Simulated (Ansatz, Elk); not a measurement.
# How far do independent atoms describe Be2Al3?

Structure refinements treat a crystal as free atoms side by side. For a made-up structure of Be2Al3 (cell and positions from a PBEsol relaxation) the runs below show what the calculated density changes in F(hkl).

Main program and level: Elk 11.2.3 (patched build); DFT, PBE, all-electron APW+lo, Dirac cores, scalar-relativistic bands, static density, no spin.

The structure was built from a prototype and need not be the compound's stable phase.

## Step 1: The starting structure

Symmetry: P-3m1, No. 164, trigonal system. The conventional cell has a = 3.975 Å, b = 3.975 Å, c = 5.140 Å, α = 90.00°, β = 90.00°, γ = 120.00°. Al has 5 Be at 2.47 to 2.66 Å nearest. Nearest to Al lie 6 Be at 2.45 Å. Nearest to Be lie 8 Al at 2.45 to 2.66 Å. Farther neighbours are not listed.

Coordinates:

```cif
data_structure
_symmetry_space_group_name_H-M 'P 1'
_symmetry_Int_Tables_number 1
_cell_length_a 3.9754
_cell_length_b 3.9754
_cell_length_c 5.1403
_cell_angle_alpha 90.000
_cell_angle_beta 90.000
_cell_angle_gamma 120.000
_cell_volume 70.35
loop_
_atom_site_label
_atom_site_type_symbol
_atom_site_fract_x
_atom_site_fract_y
_atom_site_fract_z
_atom_site_occupancy
Al1 Al 0.66667 0.33333 0.65176 1
Al2 Al 0.33333 0.66667 0.34824 1
Al3 Al 0.00000 0.00000 0.00000 1
Be4 Be 0.66667 0.33333 0.16934 1
Be5 Be 0.33333 0.66667 0.83066 1
```

## Step 2: Ground state and structure factors

An all-electron density is needed, since X-rays see the cores too. Task 0 finds the density and task 195 Fourier-transforms it; tshift is off so that phases refer to the origin typed.

Contents of elk.in:

```
tasks
  0
  195

xctype
  20

spinpol
  .false.

rgkmax
  7.0

gmaxvr
  14.0

lmaxo
  7

lmaxapw
  8

swidth
  0.002

tshift
  .false.

ramdisk
  .false.

hmaxvr
  5.5

maxscl
  120

epspot
  1e-06

sppath
  './'

avec
  7.51243509038 0.00000000000 0.00000000000
  -3.75621754519 6.50595963255 -0.00000000000
  0.00000000000 -0.00000000000 9.71385330309

atoms
  2
  'Al.in'
  3
  0.6666666667 0.3333333333 0.6517595484   0.000000 0.000000 0.000000
  0.3333333333 0.6666666667 0.3482404516   0.000000 0.000000 0.000000
  -0.0000000000 0.0000000000 -0.0000000000   0.000000 0.000000 0.000000
  'Be.in'
  2
  0.6666666667 0.3333333333 0.1693426656   0.000000 0.000000 0.000000
  0.3333333333 0.6666666667 0.8306573344   0.000000 0.000000 0.000000

ngridk
  7 7 5
```

Started as:

```bash
OMP_NUM_THREADS=4 elk
```

Numbers of over 12 decimals in the logs are rounded to 6 here.

Output:

```text
┌─────────────────────────┐
│ Elk code version 11.2.3 │
└─────────────────────────┘

All units are atomic (Hartree, Bohr, etc.)

┌─────────────────────────────────────────────────┐
│ Ground-state run starting from atomic densities │
└─────────────────────────────────────────────────┘

Lattice vectors :
   7.512435090       0.000000000       0.000000000
  -3.756217545       6.505959633      -0.000000000
   0.000000000      -0.000000000       9.713853303

Reciprocal lattice vectors :
  0.8363713272      0.4828792109       0.000000000
  -0.000000000      0.9657584218       0.000000000
  -0.000000000       0.000000000      0.6468272797

Unit cell volume      :    474.7704031
Brillouin zone volume :   0.5224635147

Muffin-tin inner radius fraction :   0.1000000000E-01

Nuclei treated as point charges

Species : 1 (Al)
 parameters loaded from : Al.in
 name : aluminium
 nuclear charge    :   -13.00000000
 electronic charge :    13.00000000
 atomic mass :    49184.33496
 muffin-tin radius :    2.200000000
 number of radial points in muffin-tin :    793
 inner part over the whole radius :   0.9821194981E-02
 number on inner part of muffin-tin    :    552
 approximate nuclear radius :   0.5839653600E-04
 number of mesh points to nuclear radius :    244
 atomic positions (lattice), magnetic fields (Cartesian) :
  1 :  -0.33333333  0.33333333 -0.34824045    0.00000000  0.00000000  0.00000000
  2 :   0.33333333 -0.33333333  0.34824045    0.00000000  0.00000000  0.00000000
  3 :   0.00000000  0.00000000  0.00000000    0.00000000  0.00000000  0.00000000

Species : 2 (Be)
 parameters loaded from : Be.in
 name : beryllium
 nuclear charge    :   -4.000000000
 electronic charge :    4.000000000
 atomic mass :    16428.20280
 muffin-tin radius :    1.800000000
 number of radial points in muffin-tin :    593
 inner part over the whole radius :   0.9826427374E-02
 number on inner part of muffin-tin    :    403
 approximate nuclear radius :   0.4290726161E-04
 number of mesh points to nuclear radius :    156
 atomic positions (lattice), magnetic fields (Cartesian) :
  1 :  -0.33333333  0.33333333  0.16934267    0.00000000  0.00000000  0.00000000
  2 :   0.33333333 -0.33333333 -0.16934267    0.00000000  0.00000000  0.00000000

Total number of atoms per unit cell :    5
Total muffin-tin volume :    182.6647633
 ratio of muffin-tin to unit cell volume :   0.3847433666

Spin treatment :
 spin-unpolarised

Number of Bravais lattice symmetries :   24
Number of crystal symmetries         :   12
Crystal has inversion symmetry
Real symmetric eigensolver will be used

k-point grid :      7     7     5
k-point offset :    0.000000000       0.000000000       0.000000000
k-point set is reduced with full crystal symmetry group
Total number of k-points :       32

Muffin-tin radius times maximum |G+k| :    7.000000000
 using average radius
Maximum |G+k| for APW functions       :    3.431372549
Maximum (1/2)|G+k|²                   :    5.887158785
Maximum |G| for potential and density :    14.00000000
Constant for pseudocharge density :    8
 order of it for each species :   15  15
 order of it for pair densities of each species (exact exchange by exxq0 0: 16) :   11   6
Radial integration step length :    1

G-vector grid sizes :     35    35    45
Number of G-vectors :    21979

Maximum angular momentum used for
 APW functions            :    8
 outer part of muffin-tin :    7
 inner part of muffin-tin :    2

Total nuclear charge    :   -47.00000000
Total core charge       :    16.00000000
Total valence charge    :    31.00000000
Total excess charge     :    0.000000000
Total electronic charge :    47.00000000

Effective Wigner radius, rₛ :    1.341011154

Number of empty states         :     20
Total number of valence states :     36
Total number of core states    :     16

Third-order local-orbitals added for an l without core states : T
Total number of local-orbitals :     44

Exchange-correlation functional :     20     0     0
[...]
exchange                    :     -59.897234758135
 correlation                 :     -1.798034
 electron entropic           :    -0.56029966024593E-03
 total energy                :     -758.69300852506

Density of states at Fermi energy :    39.82458765
 (states/Hartree/unit cell)

Estimated indirect band gap :   0.2557774286E-02
 from k-point 2 to k-point 3
Estimated direct band gap   :   0.1501587478E-01
 at k-point 23

Charges :
 core                        :    16.00000000
 valence                     :    31.00000000
 interstitial                :    7.651730744
 muffin-tins (core leakage)
  species : 1 (Al)
   atom 1                    :    11.16367229     (  0.4905596226E-03)
[...]
species : 2 (Be)
[...]
total in muffin-tins        :    39.34826926
 total calculated charge     :    46.99622274
 total charge                :    47.00000000
 error                       :   0.3777257132E-02

RMS change in Kohn-Sham potential (target) :    5.289089843     (  0.1000000000E-05)
Absolute change in total energy (target)   :   0.2636478649     (  0.1000000000E-03)

[... loops 3 to 15 left out ...]

┌──────────────────┐
│ Loop number : 16 │
└──────────────────┘

Energies :
 Fermi                       :     0.245014
 sum of occupied eigenvalues :     -403.16021067275
 electron kinetic            :      759.24954334249
 core electron kinetic       :      569.59480078072
 Coulomb                     :     -1455.5044357325
 Coulomb potential           :     -1082.8154073077
 nuclear-nuclear             :     -155.75045574674
 electron-nuclear            :     -1520.1333628596
 Hartree                     :      220.37938287382
 Madelung                    :     -914.09673207866
 xc potential                :     -79.594346707518
 exchange                    :     -59.903820381986
 correlation                 :     -1.800582
 electron entropic           :    -0.61763604084543E-03
 total energy                :     -757.95991264257

Density of states at Fermi energy :    46.26806867
 (states/Hartree/unit cell)

Estimated indirect band gap :   0.1663862321E-02
 from k-point 25 to k-point 3
Estimated direct band gap   :   0.1685720387E-01
 at k-point 18

Charges :
 core                        :    16.00000000
 valence                     :    31.00000000
 interstitial                :    7.643483651
 muffin-tins (core leakage)
  species : 1 (Al)
[...]
species : 2 (Be)
[...]
total in muffin-tins        :    39.35651635
 total calculated charge     :    46.99629516
 total charge                :    47.00000000
 error                       :   0.3704837468E-02

RMS change in Kohn-Sham potential (target) :   0.3532162551E-06 (  0.1000000000E-05)
Absolute change in total energy (target)   :   0.5253468771E-06 (  0.1000000000E-03)

Convergence targets achieved

┌──────────────────┐
│ Loop number : 17 │
└──────────────────┘

Energies :
 Fermi                       :     0.245014
 sum of occupied eigenvalues :     -403.16021094021
 electron kinetic            :      759.24954284041
 core electron kinetic       :      569.59480055549
 Coulomb                     :     -1455.5044355922
 Coulomb potential           :     -1082.8154071051
 nuclear-nuclear             :     -155.75045574674
 electron-nuclear            :     -1520.1333627817
 Hartree                     :      220.37938293624
 Madelung                    :     -914.09673203966
 xc potential                :     -79.594346675519
 exchange                    :     -59.903820383592
 correlation                 :     -1.800582
 electron entropic           :    -0.61763607186946E-03
 total energy                :     -757.95991300545

Density of states at Fermi energy :    46.26807142
 (states/Hartree/unit cell)

Estimated indirect band gap :   0.1663861930E-02
 from k-point 25 to k-point 3
Estimated direct band gap   :   0.1685720408E-01
 at k-point 18

Charges :
 core                        :    16.00000000
 valence                     :    31.00000000
 interstitial                :    7.643483641
 muffin-tins (core leakage)
  species : 1 (Al)
[...]
atom 3                    :    11.26514337     (  0.4735823138E-03)
  species : 2 (Be)
   atom 1                    :    2.804463683     (  0.1149350559E-02)
   atom 2                    :    2.804463683     (  0.1149350559E-02)
 total in muffin-tins        :    39.35651636
 total calculated charge     :    46.99629516
 total charge                :    47.00000000
 error                       :   0.3704837347E-02

┌──────────────────────────────┐
│ Self-consistent loop stopped │
└──────────────────────────────┘

Warning : core states of species 1 leak from the muffin-tin :   0.4735823138E-03

Warning : core states of species 2 leak from the muffin-tin :   0.1149350559E-02

Wrote STATE.OUT
```

Wall time 20 s (4 threads of Arm Neoverse V1, shared host); peak memory 0.16 GiB.

SFACRHO.OUT:

```text

h k l indices transformed by vhmat matrix:
   1.000000000       0.000000000       0.000000000    
   0.000000000       1.000000000       0.000000000    
   0.000000000       0.000000000       1.000000000    

      h      k      l  multipl.   |H|            Re(F)            Im(F)           |F|

      0      0      0      1   0.0000000       46.999998      0.63081001E-17   46.999998    
      0      0      1      2  0.64682728       1.3727530     -0.14412919E-14   1.3727530    
      0     -1      0      6  0.96575842      -2.7390101     -0.22648873E-14   2.7390101    
      0     -1      1      6   1.1623575       4.1199783     -0.47356733E-14   4.1199783    
      0      1      1      6   1.1623575       23.921914     -0.75281764E-15   23.921914    
      0      0      2      2   1.2936546      0.73284358      -0.0000000      0.73284358    
     -1      1      2      6   1.6143827       28.865694     -0.13113182E-13   28.865694    
     -1      1     -2      6   1.6143827      -4.2601881      0.10294942E-13   4.2601881    
      1      1      0      6   1.6727427       28.700573      0.67806523E-14   28.700573    
      1     -2      1     12   1.7934474      0.33130419     -0.67946618E-14  0.33130419    
     -2      0      0      6   1.9315168      -1.6139737      0.86477513E-14   1.6139737    
      0      0      3      2   1.9404818       19.719425      0.74252270E-14   19.719425    
      2      0      1      6   2.0369445       19.880407      0.17749124E-13   19.880407    
      0      2      1      6   2.0369445       2.9431692      0.16471907E-14   2.9431692    
      2     -1      2     12   2.1146182      0.88432058     -0.12148032E-13  0.88432058    
      0     -1      3      6   2.1675237      -1.8215344     -0.94713467E-14   1.8215344    
      0      1      3      6   2.1675237       5.6989627      -0.0000000       5.6989627    
     -2      0      2      6   2.3247149       24.880232     -0.11292265E-13   24.880232
```

Elk indexes on the primitive cell of elk.in and gives |H| = 4π sin θ/λ in inverse bohr. Below, one row stands for each form hkl of the conventional cell (m members, Friedel mates merged), F is for one primitive cell and the density is static (no thermal factor). Free-atom factors are Waasmaier and Kirfel's, and R is Σm||F|−|F'||/Σm|F|.

| hkl | m | sin θ/λ (Å⁻¹) | abs F, DFT | neutral atoms | diff. |
| --- | --- | --- | --- | --- | --- |
| 001 | 2 | 0.097 | 1.373 | 1.230 | +0.142 |
| 100 | 6 | 0.145 | 2.739 | 2.512 | +0.227 |
| 101 | 6 | 0.175 | 4.120 | 3.897 | +0.223 |
| 011 | 6 | 0.175 | 23.922 | 24.183 | -0.261 |
| 002 | 2 | 0.195 | 0.733 | 0.929 | -0.196 |
| 102 | 6 | 0.243 | 28.866 | 29.072 | -0.206 |
| 012 | 6 | 0.243 | 4.260 | 4.354 | -0.094 |
| 110 | 6 | 0.252 | 28.701 | 28.977 | -0.276 |
| 111 | 12 | 0.270 | 0.331 | 0.418 | -0.087 |
| 200 | 6 | 0.290 | 1.614 | 1.714 | -0.100 |
| 003 | 2 | 0.292 | 19.719 | 19.852 | -0.133 |
| 201 | 6 | 0.306 | 19.880 | 19.974 | -0.093 |
| 021 | 6 | 0.306 | 2.943 | 3.026 | -0.083 |
| 112 | 12 | 0.318 | 0.884 | 0.856 | +0.028 |
| 103 | 6 | 0.326 | 1.821 | 1.847 | -0.026 |
| 013 | 6 | 0.326 | 5.699 | 5.722 | -0.023 |
| 022 | 6 | 0.350 | 24.880 | 24.905 | -0.025 |
| 202 | 6 | 0.350 | 3.744 | 3.740 | +0.004 |

## Step 3: The highest occupied states alone

An energy window below the Fermi level keeps the highest occupied states, to see at which angles they scatter; shallow core shells can lie inside it and anion s states outside. No new self-consistency is needed.

elk.in: that of step 2 with these lines changed.

```diff
@@ -1,3 +1,2 @@
 tasks
-  0
   195
@@ -40,2 +39,5 @@
 
+wsfac
+  -0.306230 0.545010
+
 sppath
```

Started as:

```bash
OMP_NUM_THREADS=4 elk
```

Output:

```text
┌─────────────────────────────────┐
│ Elk code version 11.2.3 started │
└─────────────────────────────────┘

Info(readinput): the functional depends on the density's gradient
 muffin-tin radial points multiplied by    2.00000
 (not where nrmtscf is given)

┌────────────────────┐
│ Current task : 195 │
└────────────────────┘

Info(sfacrho): density structure factors written to SFACRHO.OUT

 Energy window :  -0.3062300000      0.5450100000

┌──────────────────┐
│ Elk code stopped │
└──────────────────┘
```

Elapsed: 5.4 s, on 4 threads; peak memory 0.16 GiB.

States within 15 eV below the Fermi level hold 13.00 electrons; any levels below the window count with the cores. Their amplitudes can exceed the total, where window and core parts have opposite phase:

| hkl | sin θ/λ (Å⁻¹) | abs F, window | abs F, all |
| --- | --- | --- | --- |
| 001 | 0.097 | 1.000 | 1.373 |
| 100 | 0.145 | 0.812 | 2.739 |
| 101 | 0.175 | 0.638 | 4.120 |
| 011 | 0.175 | 0.173 | 23.922 |
| 002 | 0.195 | 0.359 | 0.733 |
| 102 | 0.243 | 0.117 | 28.866 |
| 012 | 0.243 | 0.050 | 4.260 |
| 110 | 0.252 | 0.279 | 28.701 |
| 111 | 0.270 | 0.079 | 0.331 |
| 200 | 0.290 | 0.118 | 1.614 |

## Step 4: Another functional

The difference from free atoms is small, so it is set against the change that LDA (Perdew-Wang) makes.

elk.in: that of step 3 with these lines changed.

```diff
@@ -1,2 +1,3 @@
 tasks
+  0
   195
@@ -4,3 +5,3 @@
 xctype
-  20
+  3
 
@@ -39,5 +40,2 @@
 
-wsfac
-  -0.306230 0.545010
-
 sppath
```

Started as:

```bash
OMP_NUM_THREADS=4 elk
```

Output:

```text
┌─────────────────────────┐
│ Elk code version 11.2.3 │
└─────────────────────────┘

All units are atomic (Hartree, Bohr, etc.)

┌─────────────────────────────────────────────────┐
│ Ground-state run starting from atomic densities │
└─────────────────────────────────────────────────┘

Lattice vectors :
   7.512435090       0.000000000       0.000000000
  -3.756217545       6.505959633      -0.000000000
   0.000000000      -0.000000000       9.713853303

Reciprocal lattice vectors :
  0.8363713272      0.4828792109       0.000000000
[...]
species : 2 (Be)
   atom 1                    :    2.808658268     (  0.1251311253E-02)
   atom 2                    :    2.808658268     (  0.1251311253E-02)
 total in muffin-tins        :    39.42975674
 total calculated charge     :    46.99600845
 total charge                :    47.00000000
 error                       :   0.3991552419E-02

┌──────────────────────────────┐
│ Self-consistent loop stopped │
└──────────────────────────────┘

Warning : core states of species 1 leak from the muffin-tin :   0.5020410030E-03

Warning : core states of species 2 leak from the muffin-tin :   0.1251311253E-02

Wrote STATE.OUT
[key lines of the parts left out:]
total energy                :     -754.91831225248
```

Run time: 12 s. Hardware: 4 threads; peak memory 0.16 GiB; 36 s of CPU time.

Against the first run R = 0.27 %; the largest change is -0.063 at 300.

## Step 5: Basis size

The basis and the expansions that go with it are enlarged, to see whether the differences are converged.

elk.in: that of step 4 with these lines changed.

```diff
@@ -5,3 +5,3 @@
 xctype
-  3
+  20
 
@@ -11,12 +11,12 @@
 rgkmax
-  7.0
+  8.5
 
 gmaxvr
-  14.0
+  18.0
 
 lmaxo
-  7
+  9
 
 lmaxapw
-  8
+  10
```

Started as:

```bash
OMP_NUM_THREADS=4 elk
```

Output:

```text
┌─────────────────────────┐
│ Elk code version 11.2.3 │
└─────────────────────────┘

All units are atomic (Hartree, Bohr, etc.)

┌─────────────────────────────────────────────────┐
│ Ground-state run starting from atomic densities │
└─────────────────────────────────────────────────┘

Lattice vectors :
   7.512435090       0.000000000       0.000000000
  -3.756217545       6.505959633      -0.000000000
   0.000000000      -0.000000000       9.713853303

Reciprocal lattice vectors :
  0.8363713272      0.4828792109       0.000000000
[...]
species : 2 (Be)
   atom 1                    :    2.804814979     (  0.1149451110E-02)
   atom 2                    :    2.804814979     (  0.1149451110E-02)
 total in muffin-tins        :    39.35799993
 total calculated charge     :    46.99627856
 total charge                :    47.00000000
 error                       :   0.3721444119E-02

┌──────────────────────────────┐
│ Self-consistent loop stopped │
└──────────────────────────────┘

Warning : core states of species 1 leak from the muffin-tin :   0.4735681310E-03

Warning : core states of species 2 leak from the muffin-tin :   0.1149451110E-02

Wrote STATE.OUT
[key lines of the parts left out:]
total energy                :     -757.96057465683
```

It took 58 s on 4 threads; peak memory 0.28 GiB.

Against the first run R = 0.00 %; the largest change is -0.001 at 124.

## Step 6: Settings against the effect

| run | R against the first run (%) | R against neutral atoms, low angle (%) | wall time |
| --- | --- | --- | --- |
| PBE, rgkmax 7 | 0.00 | 1.68 | 20 s |
| LDA (Perdew-Wang) | 0.27 | 1.64 | 12 s |
| rgkmax 8.5 with larger expansions | 0.00 | 1.68 | 58 s |

## Step 7: Outcome

```yaml
r_against_neutral_atoms_sin_theta_lambda_0p3_a_minus1: 1.68 %
r_against_neutral_atoms_0p3_to_0p82_a_minus1: 0.45 %
```

**Reading.** Independent neutral atoms miss the calculated amplitudes by R = 1.68 % below 0.3 Å⁻¹ and 0.45 % from there to 0.82 Å⁻¹; by shells, 8.57 % below 0.15 Å⁻¹ (2 forms), 1.46 % 0.15 to 0.3 (9 forms), 0.22 % 0.3 to 0.45 (21 forms), 0.51 % above 0.45 (117 forms). Bonding, aspherical density and the tables' own atoms all enter these figures, and the runs don't part them. The largest change of an amplitude is -0.28 electrons, at 110. Weak lines can change much in proportion: 002 goes from 0.93 to 0.73. The window's part falls from 13.0 electrons at the origin to at most 0.21 between 0.45 and 0.82 Å⁻¹. Below 0.3 Å⁻¹ the changes that finished (LDA (Perdew-Wang) and rgkmax 8.5 with larger expansions) move F by R = 0.06 % at most, against the 1.68 % that separates it from free atoms. The k-mesh has no finished test. Part of the difference isn't bonding: the tables are fits to free atoms and ions calculated by other methods than this functional. Thermal motion, anomalous dispersion and extinction are left out.

[Logs are printed without paths, hosts, clocks, repeated set-up lines and the standing remarks that a program may print on its own settings, such as how far it seeks lower states.]

[Hosts, paths, dates, database ids (printed as entryN), source tags and the programs' standing remarks are cut or masked in the printed files.]
